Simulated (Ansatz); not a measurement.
**The perfect Ge wire along [110], 6 atoms a period, H-terminated**

Aim: is the Ge wire along [110], 6 atoms a period, H-terminated a metal or a semiconductor?

Program: Ansatz 0.2.0. Level of theory: DFT PBE, plane waves, PAW; relaxation of a wire's period; PAW set soft_1, in the first sound run; inputs show where later runs differ. Results are calculated unless marked as measured.

## (1) The structure

The cell holds 14 atoms: 6 Ge and 8 H. Its edges and angles: a = 12.921 Å, b = 13.420 Å, c = 4.073 Å, α = 90.0°, β = 90.0°, γ = 90.0°. Vacuum lies along a and b. The structure's axis is c.

## (2) Relaxation of atoms and period

Band widths follow the bond lengths, so the wire is relaxed first. The atoms and the third cell vector are free; the box across stays fixed as vacuum. A Fermi-Dirac smearing is set since the result may be a metal. The pressure printed is a third of the stress's trace over the whole box, vacuum included; only the stress along the axis is relaxed.

Contents of input.yaml:

```yaml
crystal:
  lattice:
    - [12.921, 0.0, 0.0]
    - [0.0, 13.42, 0.0]
    - [0.0, 0.0, 4.0729350596]
  atoms:
    - { symbol: Ge, position: [0.444289639, 0.348266369, 0.0] }
    - { symbol: H, position: [0.513995267, 0.253353204, 0.0] }
    - { symbol: Ge, position: [0.555736121, 0.500015067, 0.0] }
    - { symbol: H, position: [0.263137528, 0.253353204, 0.5] }
    - { symbol: H, position: [0.263137528, 0.443179533, 0.5] }
    - { symbol: H, position: [0.263137528, 0.746676929, 0.5] }
    - { symbol: H, position: [0.263137528, 0.556850601, 0.5] }
    - { symbol: Ge, position: [0.332843156, 0.348266369, 0.5] }
    - { symbol: Ge, position: [0.332843156, 0.651763765, 0.5] }
    - { symbol: Ge, position: [0.667182604, 0.500015067, 0.5] }
    - { symbol: H, position: [0.736888232, 0.405101902, 0.5] }
    - { symbol: H, position: [0.736888232, 0.594928231, 0.5] }
    - { symbol: Ge, position: [0.444289639, 0.651763765, 0.0] }
    - { symbol: H, position: [0.513995267, 0.746676929, 0.0] }
kpoints:
  mp_grid: { grid: [1, 1, 20] }
scf:
  occupations: { method: fermi_dirac, width: 0.05 }
hamiltonian:
  xc: pbe
  pseudopotentials: { kind: paw, azcp: { folder: soft_1 } }
relax:
  cell: { fix: [a, b, alpha, beta, gamma] }
  max_steps: 45
  f_tol: 0.03
```

Launch:

```sh
> ansatz run input.yaml --threads 4 --pin off --max-ram 16384MiB --backend cpu --events-out ev --progress --plain --runs-dir out
```

Numbers of over 12 decimals in the logs are rounded to 6 here.

Log:

```text
Engine: ansatz 0.2.0, aarch64-unknown-linux-gnu
Pseudopotentials: kind: paw
Pseudopotential: Ge, paw, valence charge 14, recommended cutoff 420 eV (normal), soft_1/Ge.paw.azcp
Pseudopotential: H, paw, valence charge 1, recommended cutoff 420 eV (normal), soft_1/H.paw.azcp
Functional definition: PBE
  parameter kappa = 0.804
  parameter beta = 0.066725
  exchange = pbe_x(kappa = kappa, mu = beta*pi^2/3)
  correlation = pbe_c(beta = beta)
Crystal: 14 atoms, lattice volume = 706.246 Å³
Basis set: ecut = 420 eV, 13855 PW (Γ), exchange–correlation on 180×180×60 points (8 copies of the dense FFT grid, shifted against one another)
Bands: 60, of which v1, the nominal top of the filled ones, is band 46 counted from 1 (45 counted from 0)
Symmetry: 4 space group operations
Space group: Pmm2 (ITA 25), of the structure as read, at distance tolerance 8.9e-5 Å
k-points: 11 of 20
Non-local potential: Ge, projectors of the file, l = 0: 2, l = 1: 2, l = 2: 3, l = 3: 1
Non-local potential: H, projectors of the file, l = 0: 2, l = 1: 1
PAW form: soft (Blöchl's): semilocal exchange-correlation on the pseudo side does not see the compensation charge
PAW one-centre angular grid: Ge, 590 points (default); XC on 64 Gauss nodes
PAW one-centre angular grid: H, 110 points (default); XC on 64 Gauss nodes
Initial density: superposition of atomic densities (neutral atoms: chi_scale 0, normalization atom)
Initial wavefunctions: pseudopotential atomic-orbital guess
Functional: x = pbe(κ = 0.804, μ = 0.219515), c = pbe(β = 0.066725)
SCF iter   1: F=—  HF=-25896.994664 eV  |F-HF|=—  |Δ(HF+E_count)|=         —  Δρ=3.30e-2  dr2=6.50e0  ethr=3.10e-3  ⟨swp⟩=7.5  Hψ=2812  notcnv=0  defer=4
preconditioner: auto → Resta (q_TF=auto, 1.943 Å⁻¹)  ε∞=1.7  [insulator: Δε(μ)=2.127 eV  Ē_g=9.705 eV  σ=0.050 eV  W_gap=1.00  n_scr=92 (ndim 8)  ℏωp=7.9 eV  f_vac=0.613  D(μ)=0.00/eV (n_scr^D=0)  ε∞_Penn≈1.7  vacuum switching on, ρ_ref=6.8e-3 e/Å³]
SCF iter   2: F=—  HF=-25895.437166 eV  |F-HF|=—  |Δ(HF+E_count)|=    1.56e0  Δρ=1.44e-2  dr2=1.40e0  ethr=3.10e-3  ⟨swp⟩=3.0  Hψ=1003  notcnv=0  defer=87
SCF iter   3: F=—  HF=-25895.071345 eV  |F-HF|=—  |Δ(HF+E_count)|=   3.66e-1  Δρ=2.27e-3  dr2=1.15e-1  ethr=1.53e-3  ⟨swp⟩=3.9  Hψ=965  notcnv=0  defer=87
SCF iter   4: F=—  HF=-25895.048201 eV  |F-HF|=—  |Δ(HF+E_count)|=   2.31e-2  Δρ=1.03e-3  dr2=6.54e-3  ethr=1.25e-4  ⟨swp⟩=4.3  Hψ=1333  notcnv=0  defer=87
SCF iter   5: F=—  HF=-25895.049473 eV  |F-HF|=—  |Δ(HF+E_count)|=   1.27e-3  Δρ=3.34e-4  dr2=7.73e-4  ethr=7.10e-6  ⟨swp⟩=2.5  Hψ=990  notcnv=0  defer=86
SCF iter   6: F=—  HF=-25895.049790 eV  |F-HF|=—  |Δ(HF+E_count)|=   3.17e-4  Δρ=7.12e-5  dr2=7.03e-5  ethr=8.40e-7  ⟨swp⟩=2.0  Hψ=1076  notcnv=0  defer=86
SCF iter   7: F=—  HF=-25895.049834 eV  |F-HF|=—  |Δ(HF+E_count)|=   4.36e-5  Δρ=2.37e-5  dr2=5.86e-6  ethr=7.64e-8  ⟨swp⟩=2.1  Hψ=1106  notcnv=0  defer=86
SCF iter   8: F=—  HF=-25895.049839 eV  |F-HF|=—  |Δ(HF+E_count)|=   4.86e-6  Δρ=1.04e-5  dr2=1.31e-6  ethr=6.37e-9  ⟨swp⟩=2.0  Hψ=959  notcnv=0  defer=86
SCF iter   9: F=-25895.049840 eV  HF=-25895.049840 eV  |F-HF|=6.02e-8  |Δ(HF+E_count)|=   8.87e-7  Δρ=3.04e-6  dr2=6.85e-8  ethr=1.09e-10  ⟨swp⟩=3.5  Hψ=2549  notcnv=0
SCF 1 converged in 9 iterations: F = -25895.049840 eV  dr2 = 6.85e-8
  greatest PAW one-centre occupation: 0.998 electrons in one spin orbital (limit 2), on the Ge atom at site 9 (counted from 0), in its partial waves of l = 2
relax step   1: F+E_penalty+E_count = -25895.04983976 eV  Δ(F+E_penalty+E_count) = +0.000e0 eV  max|allowed force component| = 4.914e-1 eV/Å  Δτ_max = 0.0000 Å  P = -0.406 GPa  Ω = 706.246 Å³  fix = [a, b, alpha, beta, gamma]  reactions: a -0.633, b -0.164 GPa  (9 SCF iters, dr2 threshold 1.00e-7 eV, accepted)
Crystal: 14 atoms, lattice volume = 707.293 Å³
Basis set: ecut = 420 eV, 13871 PW (Γ), exchange–correlation on 180×180×60 points (8 copies of the dense FFT grid, shifted against one another)
Initial density: handed on by an earlier stage of this run
Initial wavefunctions: those handed on with the density
iter 1 solved again at ethr=2.86e-4 eV; its pass at ethr=3.10e-3 eV (dr2=2.63e-1 eV) is discarded
SCF iter   1: F=—  HF=-25895.248329 eV  |F-HF|=—  |Δ(HF+E_count)|=         —  Δρ=8.38e-3  dr2=2.66e-1  ethr=2.86e-4  ⟨swp⟩=3.2  Hψ=3061  notcnv=0
preconditioner: auto → Resta (q_TF=auto, 1.942 Å⁻¹)  ε∞=1.7  [insulator: Δε(μ)=2.150 eV  Ē_g=9.272 eV  σ=0.050 eV  W_gap=1.00  n_scr=92 (ndim 8)  ℏωp=7.9 eV  f_vac=0.666  D(μ)=0.00/eV (n_scr^D=0)  ε∞_Penn≈1.7  vacuum switching on, ρ_ref=6.2e-3 e/Å³]
SCF iter   2: F=—  HF=-25895.211497 eV  |F-HF|=—  |Δ(HF+E_count)|=   3.68e-2  Δρ=4.07e-3  dr2=5.89e-2  ethr=2.86e-4  ⟨swp⟩=4.1  Hψ=1031  notcnv=0
SCF iter   3: F=—  HF=-25895.209936 eV  |F-HF|=—  |Δ(HF+E_count)|=   1.56e-3  Δρ=8.94e-4  dr2=1.77e-2  ethr=6.41e-5  ⟨swp⟩=3.2  Hψ=1114  notcnv=0  defer=8
SCF iter   4: F=—  HF=-25895.205825 eV  |F-HF|=—  |Δ(HF+E_count)|=   4.11e-3  Δρ=1.76e-4  dr2=2.21e-4  ethr=1.93e-5  ⟨swp⟩=2.8  Hψ=895  notcnv=0  defer=26
SCF iter   5: F=—  HF=-25895.205860 eV  |F-HF|=—  |Δ(HF+E_count)|=   3.42e-5  Δρ=5.26e-5  dr2=4.07e-5  ethr=2.40e-7  ⟨swp⟩=3.0  Hψ=1231  notcnv=0  defer=24
SCF iter   6: F=—  HF=-25895.205861 eV  |F-HF|=—  |Δ(HF+E_count)|=   1.44e-6  Δρ=1.31e-5  dr2=1.62e-6  ethr=4.43e-8  ⟨swp⟩=2.9  Hψ=1142  notcnv=0  defer=24
SCF iter   7: F=-25895.205862 eV  HF=-25895.205862 eV  |F-HF|=5.76e-8  |Δ(HF+E_count)|=   6.78e-7  Δρ=4.61e-6  dr2=2.68e-7  ethr=1.52e-9  ⟨swp⟩=5.0  Hψ=1980  notcnv=0
SCF 2 converged in 7 iterations: F = -25895.205862 eV  dr2 = 2.68e-7
relax step   2: F+E_penalty+E_count = -25895.20586166 eV  Δ(F+E_penalty+E_count) = -1.560e-1 eV  max|allowed force component| = 3.246e-1 eV/Å  Δτ_max = 0.1945 Å  P = -0.076 GPa  Ω = 707.293 Å³  energy of the carried Pulay correction = -1.538e-4 eV  fix = [a, b, alpha, beta, gamma]  reactions: a -0.152, b +0.034 GPa  (7 SCF iters, dr2 threshold 1.40e-6 eV, accepted)
Crystal: 14 atoms, lattice volume = 705.514 Å³
Basis set: ecut = 420 eV, 13831 PW (Γ), exchange–correlation on 180×180×60 points (8 copies of the dense FFT grid, shifted against one another)
iter 1 solved again at ethr=7.53e-5 eV; its pass at ethr=3.10e-3 eV (dr2=6.93e-2 eV) is discarded
SCF iter   1: F=—  HF=-25895.274959 eV  |F-HF|=—  |Δ(HF+E_count)|=         —  Δρ=4.07e-3  dr2=7.08e-2  ethr=7.53e-5  ⟨swp⟩=2.5  Hψ=2965  notcnv=0
preconditioner: auto → Resta (q_TF=auto, 1.943 Å⁻¹)  ε∞=1.7  [insulator: Δε(μ)=2.191 eV  Ē_g=9.260 eV  σ=0.050 eV  W_gap=1.00  n_scr=92 (ndim 8)  ℏωp=7.9 eV  f_vac=0.663  D(μ)=0.00/eV (n_scr^D=0)  ε∞_Penn≈1.7  vacuum switching on, ρ_ref=6.2e-3 e/Å³]
[...]
SCF iter   5: F=—  HF=-25895.262722 eV  |F-HF|=—  |Δ(HF+E_count)|=   1.54e-5  Δρ=2.55e-5  dr2=6.86e-6  ethr=8.94e-8  ⟨swp⟩=2.0  Hψ=827  notcnv=0
SCF iter   6: F=-25895.262723 eV  HF=-25895.262723 eV  |F-HF|=3.19e-8  |Δ(HF+E_count)|=   5.95e-7  Δρ=9.32e-6  dr2=8.60e-7  ethr=1.52e-9  ⟨swp⟩=5.0  Hψ=1997  notcnv=0
SCF 3 converged in 6 iterations: F = -25895.262723 eV  dr2 = 8.60e-7
relax step   3: F+E_penalty+E_count = -25895.26272301 eV  Δ(F+E_penalty+E_count) = -5.686e-2 eV  max|allowed force component| = 1.697e-1 eV/Å  Δτ_max = 0.0864 Å  P = -0.091 GPa  Ω = 705.514 Å³  energy of the carried Pulay correction = +1.076e-4 eV  fix = [a, b, alpha, beta, gamma]  reactions: a -0.085, b -0.133 GPa  (6 SCF iters, dr2 threshold 1.40e-6 eV, accepted)
[...]
relax step   4: F+E_penalty+E_count = -25895.29432693 eV  Δ(F+E_penalty+E_count) = -3.160e-2 eV  max|allowed force component| = 1.227e-1 eV/Å  Δτ_max = 0.1074 Å  P = +0.004 GPa  Ω = 703.953 Å³  energy of the carried Pulay correction = +3.377e-4 eV  fix = [a, b, alpha, beta, gamma]  reactions: a -0.034, b +0.012 GPa  (6 SCF iters, dr2 threshold 1.40e-6 eV, accepted)
[...]
relax step   5: F+E_penalty+E_count = -25895.30618258 eV  Δ(F+E_penalty+E_count) = -1.186e-2 eV  max|allowed force component| = 6.792e-2 eV/Å  Δτ_max = 0.0794 Å  P = +0.003 GPa  Ω = 703.870 Å³  energy of the carried Pulay correction = +3.498e-4 eV  fix = [a, b, alpha, beta, gamma]  reactions: a -0.009, b +0.002 GPa  (6 SCF iters, dr2 threshold 9.40e-7 eV, accepted)
[...]
relax step   6: F+E_penalty+E_count = -25895.31122418 eV  Δ(F+E_penalty+E_count) = -5.042e-3 eV  max|allowed force component| = 1.873e-2 eV/Å  Δτ_max = 0.0494 Å  P = +0.005 GPa  Ω = 704.168 Å³  energy of the carried Pulay correction = +3.059e-4 eV  fix = [a, b, alpha, beta, gamma]  reactions: a -0.007, b +0.020 GPa  (6 SCF iters, dr2 threshold 2.88e-7 eV, accepted)
[...]
relax step   7: F+E_penalty+E_count = -25895.31427531 eV  Δ(F+E_penalty+E_count) = -3.051e-3 eV  max|allowed force component| = 5.793e-2 eV/Å  Δτ_max = 0.0873 Å  P = -0.021 GPa  Ω = 704.241 Å³  energy of the carried Pulay correction = +2.951e-4 eV  fix = [a, b, alpha, beta, gamma]  reactions: a -0.022, b -0.046 GPa  (10 SCF iters, accepted)
[...]
relax step   8: F+E_penalty+E_count = -25895.31483558 eV  Δ(F+E_penalty+E_count) = -5.603e-4 eV  max|allowed force component| = 3.403e-3 eV/Å  Δτ_max = 0.0179 Å  P = -0.001 GPa  Ω = 704.338 Å³  energy of the carried Pulay correction = +2.809e-4 eV  fix = [a, b, alpha, beta, gamma]  reactions: a -0.004, b +0.003 GPa  (5 SCF iters, dr2 threshold 2.10e-7 eV, accepted)
Initial wavefunctions: pseudopotential atomic-orbital guess (no wavefunctions were taken with the density)
iter 1 solved again at ethr=6.03e-8 eV; its pass at ethr=3.10e-3 eV (dr2=5.55e-5 eV) is discarded
SCF iter   1: F=—  HF=-25895.314468 eV  |F-HF|=—  |Δ(HF+E_count)|=         —  Δρ=5.45e-6  dr2=1.33e-7  ethr=6.03e-8  ⟨swp⟩=4.2  Hψ=5102  notcnv=0
preconditioner: auto → Resta (q_TF=auto, 1.943 Å⁻¹)  ε∞=1.7  [insulator: Δε(μ)=2.267 eV  Ē_g=9.277 eV  σ=0.050 eV  W_gap=1.00  n_scr=92 (ndim 8)  ℏωp=7.9 eV  f_vac=0.662  D(μ)=0.00/eV (n_scr^D=0)  ε∞_Penn≈1.7  vacuum switching on, ρ_ref=6.2e-3 e/Å³]
SCF iter   2: F=—  HF=-25895.314478 eV  |F-HF|=—  |Δ(HF+E_count)|=   1.01e-5  Δρ=2.90e-6  dr2=2.71e-8  ethr=1.44e-10  ⟨swp⟩=2.5  Hψ=1193  notcnv=0
SCF iter   3: F=—  HF=-25895.314478 eV  |F-HF|=—  |Δ(HF+E_count)|=   3.84e-8  Δρ=1.27e-6  dr2=6.95e-9  ethr=2.95e-11  ⟨swp⟩=2.2  Hψ=868  notcnv=0
SCF iter   4: F=—  HF=-25895.314478 eV  |F-HF|=—  |Δ(HF+E_count)|=   1.01e-8  Δρ=1.64e-7  dr2=4.74e-10  ethr=7.55e-12  ⟨swp⟩=2.0  Hψ=836  notcnv=0
SCF iter   5: F=-25895.314478 eV  HF=-25895.314478 eV  |F-HF|=4.73e-11  |Δ(HF+E_count)|=  1.82e-11  Δρ=7.58e-8  dr2=2.99e-11  ethr=1.00e-12  ⟨swp⟩=5.0  Hψ=1990  notcnv=0
SCF 9 converged in 5 iterations: F = -25895.314478 eV  dr2 = 2.99e-11
relax step   9: F+E_penalty+E_count = -25895.31447779 eV  Δ(F+E_penalty+E_count) = +3.578e-4 eV  max|allowed force component| = 3.449e-3 eV/Å  Δτ_max = 0.0000 Å  P = -0.000 GPa  Ω = 704.338 Å³  fix = [a, b, alpha, beta, gamma]  reactions: a -0.003, b +0.003 GPa  stress off target by 3.80e-4 GPa on what of the cell is left free  SCF on the basis re-selected at this cell (its energy is not comparable with the rows above)  (5 SCF iters)
basis re-selected at this cell: Δ(F+E_penalty+E_count) = +3.578e-4 eV, ΔP = +0.001 GPa vs the last step (what re-selecting the basis moved, of the pressure what is left beyond the Pulay correction that the steps carried, after the strain that the cell walked since its last selection, with what the two solves' SCF thresholds leave and, on support functions, any second-order correction that the steps lacked; it is no m [...]
SCF converged after 5 iterations
Free energy (F): -25895.314478 eV
Harris-Foulkes:  -25895.314478 eV  (|F-HF|=4.73e-11)
Internal energy: -25895.314478 eV  (E = F + TS)
E sigma→0 (E₀):  -25895.314478 eV
Fermi energy:    -1.412326 eV
--- Per-component energies (eV) ---
  E_band       = -1794.201755
  E_kinetic    = 657.009495
  E_local      = -37988.423302  (includes V_loc(G=0)·N_el)
  E_nonlocal   = 1317.242150
  E_hartree    = 18231.557099
  E_xc         = -495.493030
  E_vxc        = -475.069423  (∫ρ·V_xc dr)
  E_paw        = -12092.118075  (= ΣΔE_a)
  E_vpaw       = -1768.067480  (= ΣTr[D̂ρ^β])
  E_aug_tail   = -0.007412  (compensation charges beyond the density's cutoff)
  E_ewald      = 4474.918599
  E_smearing   = -0.000000  (= −TS)
  E_closure    = 0.000000  (closes the sum)
  Σ components = -25895.314478   (vs F -25895.314478, Δ=0.00e0)
--- Forces (eV/Å), atoms counted from 1 ---
  atom   1  Ge    -0.00042079     0.00011447    -0.00000000
  atom   2  H      0.00000961    -0.00015697     0.00000000
  atom   3  Ge    -0.00050241     0.00000000    -0.00000000
  atom   4  H      0.00344847     0.00031036     0.00000000
  atom   5  H      0.00033011     0.00028117    -0.00000000
  atom   6  H      0.00344847    -0.00031036     0.00000000
  atom   7  H      0.00033011    -0.00028117     0.00000000
  atom   8  Ge    -0.00235336    -0.00158986     0.00000000
  atom   9  Ge    -0.00235336     0.00158986    -0.00000000
  atom  10  Ge    -0.00172819     0.00000000    -0.00000000
  atom  11  H      0.00010051     0.00036642    -0.00000000
  atom  12  H      0.00010051    -0.00036642     0.00000000
  atom  13  Ge    -0.00042079    -0.00011447    -0.00000000
  atom  14  H      0.00000961     0.00015697    -0.00000000
  max |Σ_I F_I| component: 1.47e-6 eV/Å
--- Stress (GPa, compression-positive) ---
       -0.003024       0.000000      -0.000000
        0.000000       0.003055      -0.000000
       -0.000000      -0.000000      -0.000380
  P = ⅓ Tr σ = -0.0001 GPa (-0.001 kbar)
--- Relaxed structure (8 steps of the walk, 8 accepted, 1 SCFs on fresh bases) ---
  F+E_penalty+E_count = -25895.31447779 eV   max|allowed force component| = 3.449e-3 eV/Å   (the final SCF, on the basis selected at the relaxed cell)
  cell:  # Å, volume = 704.3379 Å³
    - [12.921, 0, 0]
    - [0, 13.42, 0]
    - [0, 0, 4.061930]
  atoms:
    - { symbol: Ge, position: [0.442608, 0.346044, 0] }
    - { symbol: H, position: [0.522868, 0.259903, 0.0] }
    - { symbol: Ge, position: [0.545842, 0.500015, 0.0] }
    - { symbol: H, position: [0.286438, 0.222875, 0.500000] }
    - { symbol: H, position: [0.250989, 0.405332, 0.500000] }
    - { symbol: H, position: [0.286438, 0.777155, 0.500000] }
    - { symbol: H, position: [0.250989, 0.594698, 0.500000] }
    - { symbol: Ge, position: [0.338403, 0.326828, 0.500000] }
    - { symbol: Ge, position: [0.338403, 0.673203, 0.500000] }
    - { symbol: Ge, position: [0.653726, 0.500015, 0.500000] }
    - { symbol: H, position: [0.724661, 0.406992, 0.500000] }
    - { symbol: H, position: [0.724661, 0.593038, 0.500000] }
    - { symbol: Ge, position: [0.442608, 0.653987, 0] }
    - { symbol: H, position: [0.522868, 0.740127, 0.0] }
```

Elapsed: 82 s, on 4 threads of Arm Neoverse V1, shared host; peak memory 1.3 GiB.

Step by step:

```tsv
step	energy less that of the first step (eV)	largest force component (eV/Å)	pressure (GPa)	volume (Å³)
1	0.0000	0.4914	-0.41	706.25
2	-0.1560	0.3246	-0.08	707.29
3	-0.2129	0.1697	-0.09	705.51
4	-0.2445	0.1227	0.00	703.95
5	-0.2563	0.0679	0.00	703.87
6	-0.2614	0.0187	0.01	704.17
7	-0.2644	0.0579	-0.02	704.24
8	-0.2650	0.0034	0.00	704.34
9*	-0.2646	0.0034	0.00	704.34
```

Relaxation steps marked * repeat the geometry before them on a plane-wave basis chosen anew for their cell, so energy and pressure can jump there.

The run keeps the 4 symmetry operations that it works with, so distortions that break them were not tested.

```tsv
cell as run	before	after	change
c (Å)	4.073	4.062	-0.3 %
```

The atoms that moved most (Å, along periodic axes as changes of fractional coordinates times the final cell, across vacuum about the mean position):

```tsv
atom	dx	dy	dz	length
H5	-0.157	-0.508	0.000	0.532
H7	-0.157	0.508	0.000	0.532
H6	0.301	0.409	0.000	0.508
H4	0.301	-0.409	0.000	0.508
Ge8	0.072	-0.288	0.000	0.297
Ge9	0.072	0.288	0.000	0.297
Ge10	-0.174	0.000	0.000	0.174
H11	-0.158	0.025	0.000	0.160
```

Numbers from this step:

| Property | Result |
| --- | --- |
| cell length along the wire | 4.062 Å |

The cell's length comes to 4.062 Å with spin left out.

(Part 1 of 2 ends here.)

[Logs are printed without paths, hosts, clocks, repeated set-up lines and the standing remarks that a program may print on its own settings, such as how far it seeks lower states.]

[Hosts, paths, dates, database ids (printed as entryN), source tags and the programs' standing remarks are cut or masked in the printed files.]
